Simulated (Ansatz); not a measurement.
**(Si)1(Ge)3 [001] superlattice, started as zinc blende: relaxing the cell for a phonon run**

Aim: bring (Si)1(Ge)3 [001] superlattice, started as zinc blende to small forces and stress, as phonons need.

Main program and level: Ansatz 0.2.0; DFT LDA, scalar-relativistic, plane waves, PAW.

The structure was built from a prototype and need not be the compound's stable phase.

## 1. Starting point

The structure is orthorhombic, space group Pmma (No. 51). The conventional cell has a = 3.962 Å, b = 3.962 Å, c = 11.205 Å, α = 90.00°, β = 90.00°, γ = 90.00°. Ge has 2 Si at 2.43 Å and 2 Ge at 2.43 Å nearest. Ge has 4 Ge at 2.43 Å nearest. Nearest to Ge lie 4 Ge at 2.43 Å. Nearest to Si lie 2 Ge at 2.43 Å and 2 Si at 2.43 Å. Farther neighbours are not listed.

## 2. Probe on a coarse mesh

First a cheap look: the gap decides the mesh and the occupations, the pressure tells how far the cell has to move.

input.yaml reads:

```yaml
crystal:
  lattice:
    - [2.80125, 2.80125, 0.0]
    - [-2.80125, 2.80125, 0.0]
    - [0.0, 0.0, 11.205]
  atoms:
    - { symbol: Ge, position: [0.5, 0.5, 0.25] }
    - { symbol: Ge, position: [0.0, 0.5, 0.375] }
    - { symbol: Ge, position: [0.0, 0.0, 0.5] }
    - { symbol: Ge, position: [0.5, 1.0, 0.625] }
    - { symbol: Ge, position: [0.5, 0.5, 0.75] }
    - { symbol: Ge, position: [0.0, 0.5, 0.875] }
    - { symbol: Si, position: [0.0, 0.0, 0.0] }
    - { symbol: Si, position: [0.5, 1.0, 0.125] }
kpoints:
  mp_grid: { grid: [4, 4, 2] }
hamiltonian:
  xc: lda
scf:
  occupations: { method: gaussian, width: 0.1 }
output:
  forces: true
  stress: true
  eigenvalues: true
```

Command:

```sh
ansatz run input.yaml --threads 8 --pin off --max-ram 14336MiB --backend cpu --events-out ev --progress --plain --runs-dir out
```

Numbers of over 12 decimals in the logs are rounded to 6 here.

Output:

```text
Engine: ansatz 0.2.0, aarch64-unknown-linux-gnu
Pseudopotentials: kind: paw
Pseudopotential: Ge, paw, valence charge 14, recommended cutoff 420 eV (normal), Ge.paw.azcp
Pseudopotential: Si, paw, valence charge 4, recommended cutoff 420 eV (normal), Si.paw.azcp
Functional definition: SPW92
  exchange = slater_x
  correlation = pw_c
Crystal: 8 atoms, lattice volume = 175.851 Å³
Basis set: ecut = 420 eV, 3413 PW (Γ)
[...]
k-point 0: bands = [... 42 lower, 5.8121, 7.7647, 7.7839, 7.7854, 8.2191, 8.4309, 8.5304, 8.6882, ... 4 higher]
  k-point 1: bands = [... 42 lower, 6.8438, 6.8589, 6.9742, 6.9908, 8.2053, 8.3011, 9.2411, 9.2583, ... 4 higher]
  k-point 2: bands = [... 42 lower, 6.0285, 6.0464, 6.0884, 7.4217, 8.8380, 9.4382, 9.4889, 9.7502, ... 4 higher]
  k-point 17: bands = [... 42 lower, 4.2576, 4.2576, 4.2827, 4.2827, 9.4318, 9.4318, 9.6307, 9.6307, ... 4 higher]
[key lines of the parts left out:]
SCF converged after 7 iterations
Free energy (F): -26511.128094 eV
Fermi energy:    7.885109 eV
P = ⅓ Tr σ = -1.6393 GPa (-16.393 kbar)
```

Wall time 1.6 s (8 threads of Arm Neoverse V1, shared host); peak memory 0.75 GiB; 11 s of CPU time.

A gap read on the k-mesh alone can miss the band edges.

This step gave:

```yaml
pressure: -1.639 GPa
volume_per_atom: 21.98 Å³
gap_on_the_k_mesh: 0.1593 eV
direct_gap_on_mesh: 0.4336 eV
```

The coarse mesh shows a gap of 0.16 eV and a pressure of -1.6 GPa.

## 3. Bringing the structure to rest

The cell and atoms are relaxed, since residual forces and stress would shift the frequencies.

input.yaml, the sections that differ from step 2:

```yaml
kpoints:
  mp_grid: { grid: [8, 8, 4] }
scf:
  occupations: { method: gaussian, width: 0.01 }
output:
  forces: true
  stress: true
  eigenvalues: true
  write_density: true
  write_potential: true
  elf: true
  volumetric_format: npy
relax:
  adjacent_minimum: "off"
  f_tol: 0.005
  max_steps: 80
  cell: { stress_tol: 0.05 }
# crystal, hamiltonian: as in step 2
```

Output:

```text
[...]
Crystal: 8 atoms, lattice volume = 175.851 Å³
Basis set: ecut = 420 eV, 3413 PW (Γ)
Bands: 56, of which v1, the nominal top of the filled ones, is band 46 counted from 1 (45 counted from 0)
Symmetry: 8 space group operations
[...]
k-points: 75 of 256
[...]
SCF iter   1: F=—  HF=-26511.493602 eV  |F-HF|=—  |Δ(HF+E_count)|=         —  Δρ=4.93e-3  dr2=6.02e-2  ethr=1.77e-3  ⟨swp⟩=6.2  Hψ=15578  notcnv=0  defer=3
[...]
SCF iter   8: F=-26511.479091 eV  HF=-26511.479091 eV  |F-HF|=3.03e-8  |Δ(HF+E_count)|=   5.74e-9  Δρ=4.33e-6  dr2=1.71e-8  ethr=1.09e-10  ⟨swp⟩=13.3  Hψ=31286  notcnv=0
SCF 1 converged in 8 iterations: F = -26511.479091 eV  dr2 = 1.71e-8
[...]
relax step   1: F+E_penalty+E_count = -26511.47909106 eV  Δ(F+E_penalty+E_count) = +0.000e0 eV  max|allowed force component| = 4.500e-1 eV/Å  Δτ_max = 0.0000 Å  P = -1.664 GPa  Ω = 175.851 Å³  (8 SCF iters, dr2 threshold 1.00e-7 eV, accepted)
Crystal: 8 atoms, lattice volume = 172.525 Å³
[...]
iter 1 solved again at ethr=2.95e-5 eV; its pass at ethr=3.10e-3 eV (dr2=2.71e-2 eV) is discarded
[...]
SCF iter   6: F=-26511.546347 eV  HF=-26511.546347 eV  |F-HF|=7.85e-8  |Δ(HF+E_count)|=   6.78e-7  Δρ=1.92e-5  dr2=4.81e-7  ethr=8.70e-10  ⟨swp⟩=9.8  Hψ=36028  notcnv=0
SCF 2 converged in 6 iterations: F = -26511.546347 eV  dr2 = 4.81e-7
[...]
relax step   2: F+E_penalty+E_count = -26511.54634666 eV  Δ(F+E_penalty+E_count) = -6.726e-2 eV  max|allowed force component| = 8.464e-2 eV/Å  Δτ_max = 0.0830 Å  P = -0.294 GPa  Ω = 172.525 Å³  energy of the carried Pulay correction = +6.083e-4 eV  (6 SCF iters, dr2 threshold 8.00e-7 eV, accepted)
Crystal: 8 atoms, lattice volume = 172.116 Å³
[...]
SCF iter   5: F=-26511.549244 eV  HF=-26511.549244 eV  |F-HF|=1.04e-7  |Δ(HF+E_count)|=   1.01e-7  Δρ=8.59e-6  dr2=1.00e-7  ethr=4.87e-10  ⟨swp⟩=10.4  Hψ=29874  notcnv=0
SCF 3 converged in 5 iterations: F = -26511.549244 eV  dr2 = 1.00e-7
relax step   3: F+E_penalty+E_count = -26511.54924375 eV  Δ(F+E_penalty+E_count) = -2.897e-3 eV  max|allowed force component| = 1.395e-2 eV/Å  Δτ_max = 0.0129 Å  P = -0.117 GPa  Ω = 172.116 Å³  energy of the carried Pulay correction = +6.840e-4 eV  (5 SCF iters, dr2 threshold 4.48e-7 eV, accepted)
[...]
relax step   4: F+E_penalty+E_count = -26511.54941094 eV  Δ(F+E_penalty+E_count) = -1.672e-4 eV  max|allowed force component| = 1.263e-3 eV/Å  Δτ_max = 0.0017 Å  P = +0.001 GPa  Ω = 171.858 Å³  energy of the carried Pulay correction = +7.318e-4 eV  (5 SCF iters, dr2 threshold 4.66e-8 eV, accepted)
[...]
SCF iter   1: F=—  HF=-26511.548682 eV  |F-HF|=—  |Δ(HF+E_count)|=         —  Δρ=1.60e-5  dr2=9.14e-8  ethr=4.22e-7  ⟨swp⟩=3.1  Hψ=25017  notcnv=0
eigensolver tolerance schedule: the retry pair's looser diagonalisation over-reported the residual by 4247.51 of it (diagonalisation noise at 1.37 of the residual, at the tolerance the schedule requests for it); recorded, not acted on — ethr = c·dr2/N_el stays at c = 1.0e-1
[...]
SCF iter   2: F=—  HF=-26511.548685 eV  |F-HF|=—  |Δ(HF+E_count)|=   2.24e-6  Δρ=1.15e-5  dr2=8.87e-8  ethr=9.94e-11  ⟨swp⟩=3.9  Hψ=11024  notcnv=0
[...]
SCF iter   6: F=-26511.548685 eV  HF=-26511.548685 eV  |F-HF|=7.28e-12  |Δ(HF+E_count)|=  5.09e-11  Δρ=7.86e-8  dr2=9.02e-12  ethr=1.00e-12  ⟨swp⟩=5.1  Hψ=18293  notcnv=0
SCF 5 converged in 6 iterations: F = -26511.548685 eV  dr2 = 9.02e-12
relax step   5: F+E_penalty+E_count = -26511.54868457 eV  Δ(F+E_penalty+E_count) = +7.264e-4 eV  max|allowed force component| = 1.268e-3 eV/Å  Δτ_max = 0.0000 Å  P = +0.002 GPa  Ω = 171.858 Å³  stress off target by 7.80e-3 GPa  SCF on the basis re-selected at this cell (its energy is not comparable with the rows above)  (6 SCF iters)
basis re-selected at this cell: Δ(F+E_penalty+E_count) = +7.264e-4 eV, ΔP = +0.001 GPa vs the last step (what re-selecting the basis moved, of the pressure what is left beyond the Pulay correction that the steps carried, after the strain that the cell walked since its last selection, with what the two solves' SCF thresholds leave and, on support functions, any second-order correction that the steps lacked; it is no m [...]
SCF converged after 6 iterations
Free energy (F): -26511.548685 eV
[...]
Internal energy: -26511.548685 eV  (E = F + TS)
E sigma→0 (E₀):  -26511.548685 eV
Fermi energy:    8.178832 eV
[...]
--- Forces (eV/Å), atoms counted from 1 ---
  atom   1  Ge     0.00000000     0.00000000    -0.00027509
  atom   2  Ge     0.00000000     0.00000000     0.00126771
  atom   3  Ge     0.00000000     0.00000000    -0.00009369
  atom   4  Ge     0.00000000     0.00000000     0.00009369
  atom   5  Ge     0.00000000     0.00000000    -0.00126771
  atom   6  Ge     0.00000000     0.00000000     0.00027509
  atom   7  Si     0.00000000     0.00000000     0.00114869
  atom   8  Si     0.00000000     0.00000000    -0.00114869
  max |Σ_I F_I| component: 1.08e-18 eV/Å
--- Stress (GPa, compression-positive) ---
        0.001350      -0.006454       0.000000
       -0.006454       0.001350       0.000000
        0.000000       0.000000       0.002216
  P = ⅓ Tr σ = 0.0016 GPa (0.016 kbar)
--- Band table (eV; the first three rows and the last of 75) ---
  k-point 0: bands = [... 42 lower, 6.1089, 7.9995, 8.0542, 8.0781, 8.4049, 8.6503, 8.9036, 9.0469, ... 6 higher]
  k-point 1: bands = [... 42 lower, 6.5577, 7.1743, 7.7638, 7.7859, 8.3617, 8.5855, 9.1141, 9.4550, ... 6 higher]
  k-point 2: bands = [... 42 lower, 7.0579, 7.0775, 7.2617, 7.2851, 8.3346, 8.5176, 9.4997, 9.5576, ... 6 higher]
  k-point 74: bands = [... 42 lower, 4.4886, 4.4886, 4.4983, 4.4983, 9.6159, 9.6159, 9.9293, 9.9293, ... 6 higher]
--- Relaxed structure (4 steps of the walk, 4 accepted, 1 SCFs on fresh bases) ---
  F+E_penalty+E_count = -26511.54868457 eV   max|allowed force component| = 1.268e-3 eV/Å   (the final SCF, on the basis selected at the relaxed cell)
  cell:  # Å, volume = 171.8581 Å³
    - [2.780172, 2.780172, 0.0]
    - [-2.781821, 2.781821, 0.0]
    - [0.0, 0.0, 11.110643]
  atoms:
    - { symbol: Ge, position: [0.5, 0.5, 0.243894] }
    - { symbol: Ge, position: [0.0, 0.5, 0.371651] }
    - { symbol: Ge, position: [0, 0, 0.498830] }
    - { symbol: Ge, position: [0.5, 1.0, 0.626170] }
    - { symbol: Ge, position: [0.5, 0.5, 0.753349] }
    - { symbol: Ge, position: [0.0, 0.5, 0.881106] }
    - { symbol: Si, position: [0, 0, 0.00362437] }
    - { symbol: Si, position: [0.5, 1.0, 0.121376] }
```

Wall time 34 s (8 threads); peak memory 1.1 GiB; 4.5 min of CPU time.

The steps of the relaxation:

| step | energy less that of the first step (eV) | largest force component (eV/Å) | pressure (GPa) | volume (Å³) |
| --- | --- | --- | --- | --- |
| 1 | 0.0000 | 0.4500 | -1.66 | 175.85 |
| 2 | -0.0673 | 0.0846 | -0.29 | 172.53 |
| 3 | -0.0702 | 0.0139 | -0.12 | 172.12 |
| 4 | -0.0703 | 0.0013 | 0.00 | 171.86 |
| 5* | -0.0696 | 0.0013 | 0.00 | 171.86 |

Relaxation steps marked * repeat the geometry before them on a plane-wave basis chosen anew for their cell, so energy and pressure can jump there.

Forces are held to the 8 operations that the run works with; a distortion that breaks them can't arise in this run.

| conventional cell, symmetrised | before | after | change |
| --- | --- | --- | --- |
| a (Å) | 3.962 | 3.932 | -0.8 % |
| b (Å) | 3.962 | 3.934 | -0.7 % |
| c (Å) | 11.205 | 11.111 | -0.8 % |
| volume (Å³/atom) | 21.98 | 21.48 | -2.3 % |

The atoms that moved most (Å, as changes of fractional coordinates times the final cell):

| atom | dx | dy | dz | length |
| --- | --- | --- | --- | --- |
| Ge6 | 0.000 | 0.000 | 0.068 | 0.068 |
| Ge1 | 0.000 | 0.000 | -0.068 | 0.068 |
| Si8 | 0.000 | 0.000 | -0.040 | 0.040 |
| Si7 | 0.000 | 0.000 | 0.040 | 0.040 |
| Ge2 | 0.000 | 0.000 | -0.037 | 0.037 |
| Ge5 | 0.000 | 0.000 | 0.037 | 0.037 |
| Ge3 | 0.000 | 0.000 | -0.013 | 0.013 |
| Ge4 | 0.000 | 0.000 | 0.013 | 0.013 |

The relaxed structure:

```cif
data_structure
_symmetry_space_group_name_H-M 'P 1'
_symmetry_Int_Tables_number 1
_cell_length_a 3.9318
_cell_length_b 3.9341
_cell_length_c 11.1106
_cell_angle_alpha 90.000
_cell_angle_beta 90.000
_cell_angle_gamma 90.000
_cell_volume 171.86
loop_
_atom_site_label
_atom_site_type_symbol
_atom_site_fract_x
_atom_site_fract_y
_atom_site_fract_z
_atom_site_occupancy
Ge1 Ge 0.50000 0.50000 0.24389 1
Ge2 Ge 0.00000 0.50000 0.37165 1
Ge3 Ge 0.00000 0.00000 0.49883 1
Ge4 Ge 0.50000 0.00000 0.62617 1
Ge5 Ge 0.50000 0.50000 0.75335 1
Ge6 Ge 0.00000 0.50000 0.88111 1
Si7 Si 0.00000 0.00000 0.00362 1
Si8 Si 0.50000 0.00000 0.12138 1
```

Numbers from this step:

- pressure: 0.001639 GPa
- gap on the k-mesh: 0.2015 eV
- volume per atom: 21.48 Å³
- direct gap on mesh: 0.3268 eV

Electrostatic potential energy in the ac plane at fractional y = 0.000, with atoms of Ge and Si within 0.2 Å of it. With pseudopotentials it is smooth inside the atoms' cores, unlike the true potential.

Ten even steps from '_' (-47 eV) to '@' (12 eV), each cell a mean:
```
__..==##@@@@@@@@@@@@%%##--__
****%%@@@@@@@@@@@@@@@@%%##**
@@@@@@@@@@@@@@@@@@@@@@@@@@@@
@@@@@@@@@@@@@@@@@@@@@@@@@@@@
@@@@@@@@@@@@@@@@@@@@@@@@@@@@
@@@@@@@@@@@@@@@@@@@@@@@@@@@@
@@@@@@@@@@%%%%##%%%%@@@@@@@@
@@@@@@@@##++==--==**%%@@@@@@
@@@@@@%%++--::..::==**%%@@@@
%%%%%%%%**==--::--==##%%%%%%
====**%%%%##**++**##%%##++==
..::==**%%@@@@@@@@@@%%**--::
::--==##@@@@@@@@@@@@%%**==::
++**##%%@@@@@@@@@@@@@@%%##**
@@@@@@@@@@@@@@@@@@@@@@@@@@@@
@@@@@@@@@@@@@@@@@@@@@@@@@@@@
@@@@@@@@@@@@@@@@@@@@@@@@@@@@
@@@@@@@@@@@@@@@@@@@@@@@@@@@@
@@@@@@@@@@%%%%%%%%@@@@@@@@@@
@@@@@@@@%%++----==**%%@@@@@@
@@@@@@%%**..______--##%%@@@@
##%%%%%%**::______==##%%%%%%
::--**%%%%##++++++##%%##++::
____--##%%@@@@@@@@@@%%**..__
```
Columns run along a (3.9 Å; values clipped at the 3rd and 97th percentile), rows up along c (11.1 Å). Atoms in or near the plane, at fractional coordinates: Ge at (0.00, 0.50), Ge at (0.50, 0.63), Si at (0.00, 0.00), Si at (0.50, 0.12).

Valence density in the ac plane at fractional y = 0.000, with atoms of Ge and Si within 0.2 Å of it. It is the smooth field of the valence electrons, not physical close to the nuclei.

Values in e/Å³, 24 rows by 14 columns, each cell a mean:
```
 0  0  0  0  0  0  0  0  0  0  0  0  0  0
 0  0  0  0  0  0  0  0  0  0  0  0  0  0
 0  0  0  0  0  0  0  0  0  0  0  0  0  0
 0  0  0  0  0  0  0  0  0  0  0  0  0  0
 0  0  0  0  0  0  0  0  0  0  0  0  0  0
 0  0  0  0  0  0  0  0  0  0  0  0  0  0
 0  0  0  0  0  0  0  0  0  0  0  0  0  0
 0  0  0  0  0  1  3  4  2  1  0  0  0  0
 0  0  0  0  1  4 21 38 16  2  1  0  0  0
 0  0  0  0  1  3 10 17  8  2  1  0  0  0
 3  2  1  1  1  1  1  1  1  1  1  1  1  2
36 15  2  1  0  0  0  0  0  0  0  1  4 20
19  8  2  0  0  0  0  0  0  0  0  1  3 11
 1  1  0  0  0  0  0  0  0  0  0  0  1  1
 0  0  0  0  0  0  0  0  0  0  0  0  0  0
 0  0  0  0  0  0  0  0  0  0  0  0  0  0
 0  0  0  0  0  0  0  0  0  0  0  0  0  0
 0  0  0  0  0  0  0  0  0  0  0  0  0  0
 0  0  0  0  0  0  0  0  0  0  0  0  0  0
 0  0  0  0  0  0  0  0  0  0  0  0  0  0
 0  0  0  0  0  0  0  0  0  0  0  0  0  0
 0  0  0  0  1  0  0  0  0  0  1  0  0  0
 0  0  1  1  1  0  0  0  0  0  1  1  0  0
 0  0  0  0  0  0  0  0  0  0  0  0  0  0
```
Columns run along a (3.9 Å), rows up along c (11.1 Å). Atoms in or near the plane, at fractional coordinates: Ge at (0.00, 0.50), Ge at (0.50, 0.63), Si at (0.00, 0.00), Si at (0.50, 0.12).

ELF in the ac plane at fractional y = 0.000, with atoms of Ge and Si within 0.2 Å of it. It is the smooth field of the valence electrons, not physical close to the nuclei.

Ten even steps from '0' (0.02) to '9' (0.94), each cell a mean:
```
33455422345533
66542100013456
54320000001244
11000000000011
00000000000000
00001223221000
00123444443100
01233322233321
33543100024543
45665200135765
23577543467642
00246644566410
01244321234320
33332100013333
44321000001234
11100000000011
00000000000000
00001222210000
00023566543100
01245544454321
34676333246754
67999743489987
46999976799986
43688865688853
```
Columns run along a (3.9 Å), rows up along c (11.1 Å). Atoms in or near the plane, at fractional coordinates: Ge at (0.00, 0.50), Ge at (0.50, 0.63), Si at (0.00, 0.00), Si at (0.50, 0.12).

In this step the volume went from 21.98 to 21.48 Å³/atom.

## 4. Relaxing to small forces for the phonons

Phonons need a cell at rest on their own settings, so the relaxation is repeated with tight tolerances on forces and stress, using the mesh and the filling of the phonon run that follows.

input.yaml reads:

```yaml
crystal:
  lattice:
    - [2.7801720819, 2.7801720819, 0.0]
    - [-2.7818207451, 2.7818207451, 0.0]
    - [0.0, 0.0, 11.1106425871]
  atoms:
    - { symbol: Ge, position: [0.5, 0.5, 0.2438940298] }
    - { symbol: Ge, position: [0.0, 0.5, 0.3716508483] }
    - { symbol: Ge, position: [0.0, 0.0, 0.498829808] }
    - { symbol: Ge, position: [0.5, 1.0, 0.626170192] }
    - { symbol: Ge, position: [0.5, 0.5, 0.7533491517] }
    - { symbol: Ge, position: [0.0, 0.5, 0.8811059702] }
    - { symbol: Si, position: [0.0, 0.0, 0.0036243694] }
    - { symbol: Si, position: [0.5, 1.0, 0.1213756306] }
kpoints:
  mp_grid: { grid: [8, 8, 4] }
hamiltonian:
  xc: lda
scf:
  occupations: { method: gaussian, width: 0.01 }
output:
  forces: true
  stress: true
  eigenvalues: true
relax:
  adjacent_minimum: "off"
  f_tol: 0.001
  max_steps: 60
  cell: { stress_tol: 0.01 }
```

Output:

```text
[...]
Crystal: 8 atoms, lattice volume = 171.858 Å³
Basis set: ecut = 420 eV, 3413 PW (Γ)
Bands: 56, of which v1, the nominal top of the filled ones, is band 46 counted from 1 (45 counted from 0)
Symmetry: 8 space group operations
[...]
k-points: 75 of 256
[...]
- [2.779961, 2.779961, 0]
    - [-2.782040, 2.782040, 0]
    - [0, 0.0, 11.110808]
  atoms:
    - { symbol: Ge, position: [0.5, 0.5, 0.243888] }
    - { symbol: Ge, position: [0, 0.5, 0.371669] }
    - { symbol: Ge, position: [0, 0, 0.498826] }
    - { symbol: Ge, position: [0.5, 1.0, 0.626174] }
    - { symbol: Ge, position: [0.5, 0.5, 0.753331] }
    - { symbol: Ge, position: [0, 0.5, 0.881112] }
    - { symbol: Si, position: [0, 0, 0.00362089] }
    - { symbol: Si, position: [0.5, 1.0, 0.121379] }
[key lines of the parts left out:]
SCF converged after 8 iterations
Free energy (F): -26511.548683 eV
Fermi energy:    8.179503 eV
P = ⅓ Tr σ = 0.0002 GPa (0.002 kbar)
```

Run time: 21 s. Hardware: 8 threads; peak memory 1 GiB.

Little changed from the start: no atom moved by 0.005 Å and no cell edge by 0.1 %.

Numbers from this step:

| Property | Result |
| --- | --- |
| pressure | 2.16e-4 GPa |
| gap on the k-mesh | 0.2012 eV |
| direct gap on mesh | 0.3266 eV |

The largest force component left is 0.78 meV/Å and the pressure is 0.000 GPa, within the tolerances set. The cell now holds 21.48 Å³/atom.

## 5. Summary of results

* space group after relaxation (within 0.01 Å): Pmma
* lattice constant a: 3.931 Å
* lattice constant b: 3.934 Å
* lattice constant c: 11.111 Å
* volume per atom: 21.5 Å³
* gap on the k-mesh: 0.201 eV

**Reading.** The largest force component left is 0.78 meV/Å and the pressure is 0.000 GPa, within the tolerances set. The cell now holds 21.48 Å³/atom. The relaxation keeps the symmetry of its start, so it says nothing on stability against lower symmetry. The starting cell was built on a prototype and not taken from a measurement, so the phase need not exist.

[Logs are printed without paths, hosts, clocks, repeated set-up lines and the standing remarks that a program may print on its own settings, such as how far it seeks lower states.]

[Hosts, paths, dates, database ids (printed as entryN), source tags and the programs' standing remarks are cut or masked in the printed files.]
